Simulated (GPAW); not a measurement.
# Ballistic transport through a carbon nanotube (3, 3); a Na atom over a ring, cheap and dear, part 2 of 2

How well does a carbon nanotube (3, 3); a Na atom over a ring conduct at low bias, and how far do basis and functional move the answer?

GPAW 26.7.0; GPAW LCAO, PAW setups; Landauer transmission from Green's functions with principal layers (ASE), zero bias.

So far, conductance (G₀): 2.00 in steps 2, 3 and 4.

### Step 7. Mixing 0.15

Mixing changes the road to self-consistency, not its end. The mixing history changes the road to self-consistency, not its end.

This step: GPAW LCAO, PAW setups; Landauer transmission from Green's functions with principal layers (ASE), zero bias (GPAW 26.7.0).

Contents of run.py:

```python
import json
import numpy as np
from ase import Atoms
from ase.transport.calculators import TransportCalculator
from gpaw import GPAW, FermiDirac
from gpaw.lcao.tools import get_lcao_hamiltonian
from scipy.linalg import eigh

# The junction with lead layers at both ends, along the third cell vector
device = Atoms(
    ['C', 'C', 'C', 'C', 'C', 'C', 'C', 'C', 'C', 'C', 'C', 'C', 'C', 'C', 'C', 'C', 'C', 'C', 'C', 'C', 'C', 'C', 'C', 'C', 'C', 'C', 'C', 'C', 'C', 'C', 'C', 'C', 'C', 'C', 'C', 'C', 'C', 'C', 'C', 'C', 'C', 'C', 'C', 'C', 'C', 'C', 'C', 'C', 'C', 'C', 'C', 'C', 'C', 'C', 'C', 'C', 'C', 'C', 'C', 'C', 'C', 'C', 'C', 'C', 'C', 'C', 'Na', 'C', 'C', 'C', 'C', 'C', 'C', 'C', 'C', 'C', 'C', 'C', 'C', 'C', 'C', 'C', 'C', 'C', 'C', 'C', 'C', 'C', 'C', 'C', 'C', 'C', 'C', 'C', 'C', 'C', 'C', 'C', 'C', 'C', 'C', 'C', 'C', 'C', 'C', 'C', 'C', 'C', 'C', 'C', 'C', 'C', 'C', 'C', 'C', 'C', 'C', 'C', 'C', 'C', 'C', 'C', 'C', 'C', 'C', 'C', 'C', 'C', 'C', 'C', 'C', 'C', 'C', 'C', 'C', 'C', 'C', 'C', 'C', 'C', 'C', 'C', 'C', 'C', 'C'],
    positions=[
        [4.12267, 6.72967, 0.61488],
        [5.01700, 7.79550, 0.61488],
        [5.01700, 4.27250, 0.61488],
        [6.38720, 4.03090, 0.61488],
        [7.59213, 7.34143, 0.61488],
        [8.06800, 6.03400, 0.61488],
        [4.00000, 6.03400, 1.84463],
        [4.47587, 4.72657, 1.84463],
        [5.68080, 8.03710, 1.84463],
        [7.05100, 7.79550, 1.84463],
        [7.05100, 4.27250, 1.84463],
        [7.94534, 5.33833, 1.84463],
        [4.12267, 6.72967, 3.07439],
        [5.01700, 7.79550, 3.07439],
        [5.01700, 4.27250, 3.07439],
        [6.38720, 4.03090, 3.07439],
        [7.59213, 7.34143, 3.07439],
        [8.06800, 6.03400, 3.07439],
        [4.00000, 6.03400, 4.30415],
        [4.47587, 4.72657, 4.30415],
        [5.68080, 8.03710, 4.30415],
        [7.05100, 7.79550, 4.30415],
        [7.05100, 4.27250, 4.30415],
        [7.94534, 5.33833, 4.30415],
        [4.12267, 6.72967, 5.53390],
        [5.01700, 7.79550, 5.53390],
        [5.01700, 4.27250, 5.53390],
        [6.38720, 4.03090, 5.53390],
        [7.59213, 7.34143, 5.53390],
        [8.06800, 6.03400, 5.53390],
[... 109 atom lines left out ...]
        [4.00000, 6.03400, 28.89927],
        [4.47587, 4.72657, 28.89927],
        [5.68080, 8.03710, 28.89927],
        [7.05100, 7.79550, 28.89927],
        [7.05100, 4.27250, 28.89927],
        [7.94534, 5.33833, 28.89927]],
    cell=[[12.068, 0.0, 0.0], [0.0, 12.068, 0.0], [0.0, 0.0, 29.51415]],
    pbc=True,
    magmoms=[0.0, 0.0, 0.0, 0.0, 0.0, 0.0, 0.0, 0.0, 0.0, 0.0, 0.0, 0.0, 0.0, 0.0, 0.0, 0.0, 0.0, 0.0, 0.0, 0.0, 0.0, 0.0, 0.0, 0.0, 0.0, 0.0, 0.0, 0.0, 0.0, 0.0, 0.0, 0.0, 0.0, 0.0, 0.0, 0.0, 0.0, 0.0, 0.0, 0.0, 0.0, 0.0, 0.0, 0.0, 0.0, 0.0, 0.0, 0.0, 0.0, 0.0, 0.0, 0.0, 0.0, 0.0, 0.0, 0.0, 0.0, 0.0, 0.0, 0.0, 0.0, 0.0, 0.0, 0.0, 0.0, 0.0, 0.0, 0.0, 0.5, 0.0, 0.0, 0.0, 0.0, 0.0, 0.0, 0.5, 0.0, 0.0, 0.0, 0.0, 0.0, 0.0, 0.0, 0.0, 0.0, 0.0, 0.0, 0.0, 0.0, 0.0, 0.0, 0.0, 0.0, 0.0, 0.0, 0.0, 0.0, 0.0, 0.0, 0.0, 0.0, 0.0, 0.0, 0.0, 0.0, 0.0, 0.0, 0.0, 0.0, 0.0, 0.0, 0.0, 0.0, 0.0, 0.0, 0.0, 0.0, 0.0, 0.0, 0.0, 0.0, 0.0, 0.0, 0.0, 0.0, 0.0, 0.0, 0.0, 0.0, 0.0, 0.0, 0.0, 0.0, 0.0, 0.0, 0.0, 0.0, 0.0, 0.0, 0.0, 0.0, 0.0, 0.0, 0.0, 0.0])

# One principal layer of the lead: the first 36 atoms of the device
lead = Atoms(
    ['C', 'C', 'C', 'C', 'C', 'C', 'C', 'C', 'C', 'C', 'C', 'C', 'C', 'C', 'C', 'C', 'C', 'C', 'C', 'C', 'C', 'C', 'C', 'C', 'C', 'C', 'C', 'C', 'C', 'C', 'C', 'C', 'C', 'C', 'C', 'C'],
    positions=[
        [4.12267, 6.72967, 0.61488],
        [5.01700, 7.79550, 0.61488],
        [5.01700, 4.27250, 0.61488],
        [6.38720, 4.03090, 0.61488],
        [7.59213, 7.34143, 0.61488],
        [8.06800, 6.03400, 0.61488],
        [4.00000, 6.03400, 1.84463],
        [4.47587, 4.72657, 1.84463],
        [5.68080, 8.03710, 1.84463],
        [7.05100, 7.79550, 1.84463],
        [7.05100, 4.27250, 1.84463],
        [7.94534, 5.33833, 1.84463],
        [4.12267, 6.72967, 3.07439],
        [5.01700, 7.79550, 3.07439],
        [5.01700, 4.27250, 3.07439],
        [6.38720, 4.03090, 3.07439],
        [7.59213, 7.34143, 3.07439],
        [8.06800, 6.03400, 3.07439],
        [4.00000, 6.03400, 4.30415],
        [4.47587, 4.72657, 4.30415],
        [5.68080, 8.03710, 4.30415],
        [7.05100, 7.79550, 4.30415],
        [7.05100, 4.27250, 4.30415],
        [7.94534, 5.33833, 4.30415],
        [4.12267, 6.72967, 5.53390],
        [5.01700, 7.79550, 5.53390],
        [5.01700, 4.27250, 5.53390],
        [6.38720, 4.03090, 5.53390],
        [7.59213, 7.34143, 5.53390],
        [8.06800, 6.03400, 5.53390],
        [4.00000, 6.03400, 6.76366],
        [4.47587, 4.72657, 6.76366],
        [5.68080, 8.03710, 6.76366],
        [7.05100, 7.79550, 6.76366],
        [7.05100, 4.27250, 6.76366],
        [7.94534, 5.33833, 6.76366]],
    cell=[[12.068, 0.0, 0.0], [0.0, 12.068, 0.0], [0.0, 0.0, 7.37854]],
    pbc=True,
    magmoms=[0.0, 0.0, 0.0, 0.0, 0.0, 0.0, 0.0, 0.0, 0.0, 0.0, 0.0, 0.0, 0.0, 0.0, 0.0, 0.0, 0.0, 0.0, 0.0, 0.0, 0.0, 0.0, 0.0, 0.0, 0.0, 0.0, 0.0, 0.0, 0.0, 0.0, 0.0, 0.0, 0.0, 0.0, 0.0, 0.0])

settings = dict(mode='lcao', basis='szp(dzp)', xc='PBE', h=0.2,
                occupations=FermiDirac(0.1), maxiter=250,
                mixer=dict(beta=0.15, nmaxold=12, weight=100.0),
                convergence=dict(density=0.0001))
energies = np.arange(-2, 2 + 1e-9, 0.05)
eta = 0.0001
n1, n2 = 1, 1
# k and -k transmit alike, so half of the mesh across the current serves
mesh = [(i, j) for i in range(n1) for j in range(n2) if (i, j) <= (-i % n1, -j % n2)]
weights = np.array([1 if (i, j) == (-i % n1, -j % n2) else 2 for i, j in mesh]) / (n1 * n2)

# [... helper functions left out ...]
fermi_lead = ground_state(lead, (1, 1, 15), 'lead.txt')
fermi_device = ground_state(device, (1, 1, 3), 'device.txt')
# [... loop over the mesh left out, but for ...]
        # Shift the lead onto the potential of the device's first layer
        shift = ((H[:, 0, 0] - H0[:, 0, 0]) / S0[0, 0]).real.mean()
# [...]
kT = 8.617333e-5 * 77
bias = [0.1, 0.2, 0.5, 1.0, 1.5, 2.0]
# [... integrals and printing left out ...]
```

Command:

```sh
$ OMP_NUM_THREADS=1 OPENBLAS_NUM_THREADS=1 python run.py
```

Run time: 39 min. Hardware: 1 thread of Arm Neoverse V1, shared host; peak memory 4 GiB.

This step gave:

* conductance: 1.996 G₀
* largest coupling past the next principal layer: 2.92e-15 eV
* largest misfit of the first principal layer: 0.07713 eV
* shift that aligns the lead: -0.01588 eV
* transmission at the Fermi level, spin up: 1.996

Each spin. Table of transmission, zone mean by energy, zero at the Fermi level:

```
energy (eV)  T, spin up  T, spin down
     -2.000       0.999         0.999
     -1.800       0.999         0.999
     -1.600       0.999         0.999
     -1.400       0.999         0.999
     -1.200        1.97          1.97
     -1.000        1.98          1.98
     -0.800        1.99          1.99
     -0.600        1.99          1.99
     -0.400        2.00          2.00
     -0.200        2.00          2.00
      0.000        2.00          2.00
      0.200        1.99          1.99
      0.400        1.96          1.96
      0.600        1.74          1.73
      0.800        3.00          3.00
      1.000        4.50          4.50
      1.200        4.73          4.72
      1.400        4.82          4.81
      1.600        4.87          4.87
      1.800        4.90          4.90
      2.000        4.93          4.93
```

Not self-consistent under bias; the bias window is split evenly. Table of current through one cell, from the zero-bias transmission by bias:

```
bias (V)  current through one cell, from the zero-bias transmission (μA)
   0.100                                                            15.5
   0.200                                                            30.9
   0.500                                                            77.3
   1.000                                                             154
   1.500                                                             224
   2.000                                                             334
```

Transmission of the three most open eigenchannels against energy, zero at the Fermi level:

```
energy (eV)  channel 1 up  channel 2 up  channel 3 up  channel 1 down  channel 2 down  channel 3 down
     -2.000         0.999       4.2e-12       2.8e-12           0.999         4.2e-12         2.8e-12
     -1.800         0.999             0             0           0.999               0               0
     -1.600         0.999             0             0           0.999               0               0
     -1.400         0.999       9.5e-11             0           0.999         9.5e-11               0
     -1.200         0.999         0.970             0           0.999           0.970               0
     -1.000         0.999         0.979             0           0.999           0.979               0
     -0.800         0.999         0.992             0           0.999           0.992               0
     -0.600         0.999         0.996             0           0.999           0.996               0
     -0.400         0.999         0.998             0           0.999           0.998               0
     -0.200         0.999         0.998             0           0.999           0.998               0
      0.000         0.999         0.998             0           0.999           0.998               0
      0.200         0.998         0.995             0           0.998           0.995               0
      0.400         0.993         0.972       1.1e-11           0.993           0.972         1.1e-11
      0.600         0.964         0.771        3.0e-9           0.964           0.769          2.9e-9
      0.800         0.998         0.680         0.482           0.998           0.681           0.482
      1.000         0.997         0.980         0.929           0.997           0.980           0.928
      1.200         0.997         0.996         0.975           0.997           0.995           0.974
      1.400         0.998         0.996         0.989           0.998           0.996           0.989
      1.600         0.999         0.998         0.994           0.999           0.997           0.994
      1.800         0.999         0.998         0.996           0.999           0.998           0.996
      2.000         0.999         0.999         0.997           0.999           0.999           0.997
```

The conductance equals that of the szp run to 0.2 %.

### Step 8. What came out

* conductance: 2.00 G₀
* transmission at the Fermi level, mean of the spins: 2.00
* thermopower: about 0 (under 1.5 μV/K)

What this shows: In the szp basis the junction conducts 2.00 G₀ at 77 K, with T = 2.00 as the mean of the two spins at the Fermi level; the sz basis reaches that conductance within 10 %. Measured against the first run (szp), the nearest curve is that of szp-LDA (r.m.s. 0.20) and the farthest that of sz (2.3). Over the compared runs wall time goes from 431 s (sz) to 2616 s (szp-LDA), on a shared host. The geometry was built from estimated bond lengths and not relaxed, so the numbers describe this model structure. The currents use the zero-bias T(E) throughout, which holds only while the bias is small against the distance to the nearest feature. One magnetic start was tried; another order may lie lower. The energy step is wider than the thermal energy, so the conductance and thermopower rest on interpolation of T(E).

[Logs are printed without paths, hosts, clocks, repeated set-up lines and the standing remarks that a program may print on its own settings, such as how far it seeks lower states.]

[Hosts, paths, dates, database ids (printed as entryN), source tags and the programs' standing remarks are cut or masked in the printed files.]
